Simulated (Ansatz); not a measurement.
# NbSi2N4 monolayer in a perpendicular field, part 3 of 3

What dipole does a perpendicular field induce in the NbSi2N4 monolayer? A positive field points along +c.

Ansatz 0.2.0; plane-wave DFT, PBE-D3(BJ), Ansatz PAW.

So far. Step 7 (Atoms held, field 0.2 V/Å): The dipole is 0.0663 e·Å.

### Step 8. Atoms held, field 0.3 V/Å

File input.yaml:

```yaml
crystal:
  lattice:
    - [2.9502392516, 0.0, 0.0]
    - [-1.4751196258, 2.5549821391, 0.0]
    - [0.0, 0.0, 25.0156492995]
  atoms:
    - { symbol: "N", position: [0.0, 0.0, 0.3597747911], spin: 0.01 }
    - { symbol: Si, position: [0.3333333333, 0.6666666667, 0.3799187149] }
    - { symbol: "N", position: [0.3333333333, 0.6666666667, 0.4497628575], spin: 0.01 }
    - { symbol: Nb, position: [0.0, 0.0, 0.5], spin: 0.35 }
    - { symbol: "N", position: [0.3333333333, 0.6666666667, 0.5502371425], spin: 0.01 }
    - { symbol: Si, position: [0.3333333333, 0.6666666667, 0.6200812851] }
    - { symbol: "N", position: [0.0, 0.0, 0.6402252089], spin: 0.01 }
magnetization:
  spin_polarized: true
kpoints:
  mp_grid: { grid: [18, 18, 1] }
  band_path:
    path: [[0, 0, 0], [0.5, 0, 0], [0.33333333, 0.33333333, 0], [0, 0, 0]]
    npoints: 16
hamiltonian:
  xc: pbe
  dispersion: d3bj
scf:
  occupations: { method: fermi_dirac, width: 0.05 }
  convergence: { dr2_threshold: 1.0e-10 }
efield:
  axis: 3
  dipole_correction: true
  ramp_position: 0.97
  ramp_width: 0.06
  amplitude: 0.3
output:
  dos: { projected: true, e_range: [-6, 5] }
  bader: true
  write_potential: true
  write_density: true
  volumetric_format: npy
  elf: true
```

Run with:

```
$ ansatz run input.yaml --threads 4 --pin off --max-ram 6144MiB --backend cpu --events-out ev --progress --plain --runs-dir out
```

Log:

```text
[...]
Crystal: 7 atoms, lattice volume = 188.563 Å³
Basis set: ecut = 420 eV, 3611 PW (Γ)
Bands: 28, of which v1, the nominal top of the filled ones, is band 21 counted from 1 (20 counted from 0)
Symmetry: 6 space group operations
k-points: 37 of 324 (time reversal used)
[...]
Starting moments: Σ|m| = 0.39 μB on 5 of 7 sites
[...]
--- Bader charges: 7 sites ---
  site symbol  charge [e]  shift [e]    m [muB]
     0      N     -2.2937     0.0095     0.0132
     1     Si      3.0707     0.0125     0.0047
     2      N     -1.7808     0.0029     0.0722
     3     Nb      1.9861     0.0004     0.6719
     4      N     -1.7735     0.0028     0.0739
     5     Si      3.0720     0.0125     0.0047
     6      N     -2.2809     0.0095     0.0151
  estimated error of the sums over rays = 7.9e-4 e
[key lines of the parts left out:]
SCF converged after 17 iterations
Magnetization: 0.8557 μB (20.9278 up, 20.0722 down)
Free energy (F): -7368.268914 eV
Fermi energy:    1.248651 eV
Dipole field:    D = 0.095505 V/Å  (p = 0.099522 e·Å, saw-weighted, corrected)
```

Run time: 26 s. Hardware: 4 threads of Intel Xeon 6975P-C (Granite Rapids), shared host; peak memory 0.9 GiB.

The dipole is 0.0995 e·Å.

### Step 9. Response, atoms held

This step: plane-wave DFT, PBE-D3(BJ), Ansatz PAW; response to a field along the normal, atoms held (Ansatz 0.2.0).

The dipoles give the slope, and the difference of two potentials shows where the field is screened.

Numbers from this step:

```yaml
equivalent_conductor_thickness_p_eps_0ae: 7.962 Å
distance_between_the_outer_atoms: 7.016 Å
```

Dipole of the cell against applied field:

```
applied field (V/Å)  dipole of the cell (e·Å)
             -0.050                   -0.0166
              0.000                   -2.0e-7
              0.050                    0.0166
              0.100                    0.0332
              0.200                    0.0663
              0.300                    0.0995
```

The total moment stays at 0.856 μB for applied field from -0.05 to 0.3 V/Å.

Local field over the applied field, running mean. From the potentials at -0.05 and 0.05 V/Å; running mean over 2.5 Å. The local field over applied field by z:

```
z (Å)  local field over applied field
    5                           0.998
    6                           0.982
    7                           0.862
    8                           0.555
    9                           0.277
   10                           0.166
   11                           0.127
   12                          0.0674
   13                          0.0667
   14                           0.126
   15                           0.165
   16                           0.274
   17                           0.549
   18                           0.859
   19                           0.981
   20                           0.998
```

The induced electron density oscillates, so the rows of the table below give means over 0.5 Å (shorter at the two ends). Its distinct maxima (Å: e/Å³ per V/Å): 8.20: 0.00385, 9.17: 0.00120, 10.56: 0.00143, 13.06: 7.7e-4, 15.29: 0.00193, 16.12: -4.0e-4. Distinct minima: 8.89: 4.0e-4, 9.73: -0.00193, 11.95: -7.7e-4, 14.45: -0.00143, 15.84: -0.0012, 16.82: -0.00385.

Electrons, planar mean, per unit field. Induced electron density against z; means over each step:

```
z (Å)  induced electron density (e/Å³ per V/Å)
  4.5                                   1.8e-6
  5.0                                   6.7e-6
  5.5                                   2.4e-5
  6.0                                   8.1e-5
  6.5                                   2.6e-4
  7.0                                   7.5e-4
  7.5                                  0.00190
  8.0                                  0.00344
  8.5                                  0.00253
  9.0                                   7.8e-4
  9.5                                  -8.2e-4
 10.0                                  -6.4e-4
 10.5                                  0.00121
 11.0                                   6.8e-4
 11.5                                   5.8e-4
 12.0                                  -6.0e-4
 12.5                                  -9.8e-6
 13.0                                   6.0e-4
 13.5                                  -5.4e-4
 14.0                                  -6.8e-4
 14.5                                 -0.00122
 15.0                                   5.7e-4
 15.5                                   9.0e-4
 16.0                                  -7.8e-4
 16.5                                 -0.00244
 17.0                                 -0.00347
 17.5                                 -0.00194
 18.0                                  -7.8e-4
 18.5                                  -2.7e-4
 19.0                                  -8.5e-5
 19.5                                  -2.5e-5
 20.0                                  -6.9e-6
 20.5                                  -1.9e-6
```

By hand: between -0.05 and 0.05 V/Å the dipole changes by 0.03317 e·Å, a slope of 0.3317 e·Å²/V. A perfect conductor of thickness t has p = ε₀AEt, so t = 180.95 × 0.3317 / 7.538 = 7.96 Å (e/ε₀ = 180.95 V·Å, A in Å²).

The induced dipole is that of a conductor 7.96 Å thick.

### Step 10. A changed input

This step: plane-wave DFT, PBE-D3(BJ), Ansatz PAW (Ansatz 0.2.0).

An input spoilt on purpose, to show how the run answers: it repeats the earlier run at 0.05 V/Å with scf.n_extra_bands to 0 and scf.occupations from method: fermi_dirac, width: 0.05 to method: fermi_dirac, width: 0.3, and scf.max_iter set to 75.

input.yaml: that of step 8 with these lines changed.

```diff
@@ -24,4 +24,6 @@
 scf:
-  occupations: { method: fermi_dirac, width: 0.05 }
+  occupations: { method: fermi_dirac, width: 0.3 }
   convergence: { dr2_threshold: 1.0e-10 }
+  n_extra_bands: 0
+  max_iter: 75
 efield:
@@ -31,6 +33,4 @@
   ramp_width: 0.06
-  amplitude: 0.3
+  amplitude: 0.05
 output:
-  dos: { projected: true, e_range: [-6, 5] }
-  bader: true
   write_potential: true
@@ -38,2 +38 @@
   volumetric_format: npy
-  elf: true
```

Log:

```text
Error: inconsistent input (scf.n_extra_bands, scf.occupations.method): n_bands = 21 leaves no empty band above the 21 bands per channel that the deck's 41 electrons occupy, and the occupations search for the Fermi level (a smearing at a finite width, or tetrahedra): a level found among occupied bands alone can fill a metal as an insulator; raise scf.n_extra_bands until at least 22 bands are solved (omitted, it auto-derives to 31) (see scf.n_extra_bands in the input reference)
```

The job ended after 0.04 s (4 threads; peak memory 0.14 GiB).

The program refused the input before any cycle.

The program's message: “Error: inconsistent input (scf.n_extra_bands, scf.occupations.method): n_bands = 21 leaves no empty band above the 21 bands per channel that the deck's 41 electrons occupy, and the occupations search …”

The fault put into the input: too few bands.

### Step 11. The same run with other settings

Another changed input: it repeats the earlier run at 0.05 V/Å with efield.dipole_correction from true to false.

input.yaml: that of step 10 with these lines changed.

```diff
@@ -24,9 +24,7 @@
 scf:
-  occupations: { method: fermi_dirac, width: 0.3 }
+  occupations: { method: fermi_dirac, width: 0.05 }
   convergence: { dr2_threshold: 1.0e-10 }
-  n_extra_bands: 0
-  max_iter: 75
 efield:
   axis: 3
-  dipole_correction: true
+  dipole_correction: false
   ramp_position: 0.97
```

Log:

```text
[...]
Crystal: 7 atoms, lattice volume = 188.563 Å³
Basis set: ecut = 420 eV, 3611 PW (Γ)
Bands: 28, of which v1, the nominal top of the filled ones, is band 21 counted from 1 (20 counted from 0)
Symmetry: 6 space group operations
k-points: 37 of 324 (time reversal used)
[...]
Starting moments: Σ|m| = 0.39 μB on 5 of 7 sites
[...]
SCF iter   1: F=—  HF=-7341.997496 eV  |F-HF|=—  |Δ(HF+E_count)|=         —  Δρ=3.90e-2 (↑3.90e-2 ↓3.87e-2)  dr2=1.51e1  dr2_m=1.31e-2  M=0.094 μB ∫|m|=0.119 μB  β_m=0.30  ethr=3.10e-3  p=0.000 e·Å  V_vac-E_F(+/−)=7.02/5.90 eV  ⟨swp⟩=9.6  Hψ=13782  notcnv=0
[...]
SCF iter  16: F=-7368.254595 eV  HF=-7368.254595 eV  |F-HF|=6.28e-11  |Δ(HF+E_count)|=  8.99e-10  Δρ=7.80e-8 (↑5.25e-8 ↓7.80e-8)  dr2=1.08e-11  dr2_m=5.05e-12  M=0.856 μB ∫|m|=0.872 μB  ethr=1.00e-12  p=0.024 e·Å  V_vac-E_F(+/−)=5.97/4.92 eV  ⟨swp⟩=12.7  Hψ=10419  notcnv=0
SCF 1 converged in 16 iterations: F = -7368.254595 eV  dr2 = 1.08e-11
[...]
SCF converged after 16 iterations
Magnetization: 0.8558 μB (20.9279 up, 20.0721 down)
Absolute magnetization: 0.8724 μB (∫|ρ↑−ρ↓|, with the PAW one-centre terms)
[...]
Per-site moments (μB) at R_I (Å): [(0.00767375, 0.732723), (0.00358075, 0.720719), (0.00656479, 0.720719), (0.348714, 0.873160), (0.00700333, 0.720719), (0.00358399, 0.720719), (0.00804449, 0.732723)]
Free energy (F): -7368.254595 eV
[...]
Internal energy: -7368.242640 eV  (E = F + TS)
E sigma→0 (E₀):  -7368.248618 eV
Entropy (-TS):   -0.011956 eV (-1.708 meV/atom)
Fermi energy:    1.250249 eV
Dipole field:    D = 0.023343 V/Å  (p = 0.024325 e·Å, saw-weighted)
Work function:   not extracted (applied field tilts the vacuum); planar V_es + V_field profile in the machine report
[...]
--- Band table (eV; the first three rows and the last of 74) ---
  k-point 0 ↑: bands = [... 17 lower, -0.8980, -0.8980, -0.8733, 1.5436, 4.5607, 4.5607, 4.9856, 5.0716, ... 3 higher]
  k-point 1 ↑: bands = [... 17 lower, -1.0568, -0.9584, -0.7199, 1.5229, 4.3720, 4.5596, 4.8976, 5.2480, ... 3 higher]
  k-point 2 ↑: bands = [... 17 lower, -1.2078, -1.1241, -0.6522, 1.3867, 4.2311, 4.5603, 4.8197, 5.4946, ... 3 higher]
  k-point 36 ↓: bands = [... 17 lower, -2.4057, -0.5658, 0.1611, 1.9614, 4.5172, 5.2118, 6.5196, 6.8140, ... 3 higher]
```

Elapsed: 15 s, on 4 threads; peak memory 0.9 GiB.

```
                     quantity  this run  earlier run  difference
dipole along the normal (e·Å)   0.02432      0.01658      0.0077
            total moment (μB)    0.8558       0.8558     -4.1e-6
```

With the dipole correction off, the periodic images add a field of their own to the typed one.

What moves beyond 0.01 in its unit (for the dipole 0.5 % and 5e-5 e·Å): dipole along the normal (+0.00774 e·Å).

These numbers are not those of the isolated slab.

### Step 12. Outcome

* gap without field: none
* work function, upper face: 5.45 eV
* equivalent conductor thickness, atoms held: 7.96 Å

**Reading.** The induced dipole equals that of a perfect conductor 7.96 Å thick, while the outer atoms lie 7.02 Å apart. There is no gap over 0.03 eV, with or without the field. For an open d or f shell that can be the fault of a semilocal functional without a Hubbard term. The magnetic order is the one reached from the typed start; other orders were not compared. Spin-orbit coupling is left out. The outer anions sit over the metal atoms, one of several polytypes of such layers and not the lowest for every compound.

[Long decimals in the printed logs are rounded to 6 places.]

[Logs are printed without paths, hosts, clocks, repeated set-up lines and the standing remarks that a program may print on its own settings, such as how far it seeks lower states.]

[Hosts, paths, dates, database ids (printed as entryN), source tags and the programs' standing remarks are cut or masked in the printed files.]

[Maps of the electrostatic potential energy from Ansatz leave out the sawtooth potential of an applied field or a dipole correction, so their vacuum need not be flat; planar profiles and work functions include it.]
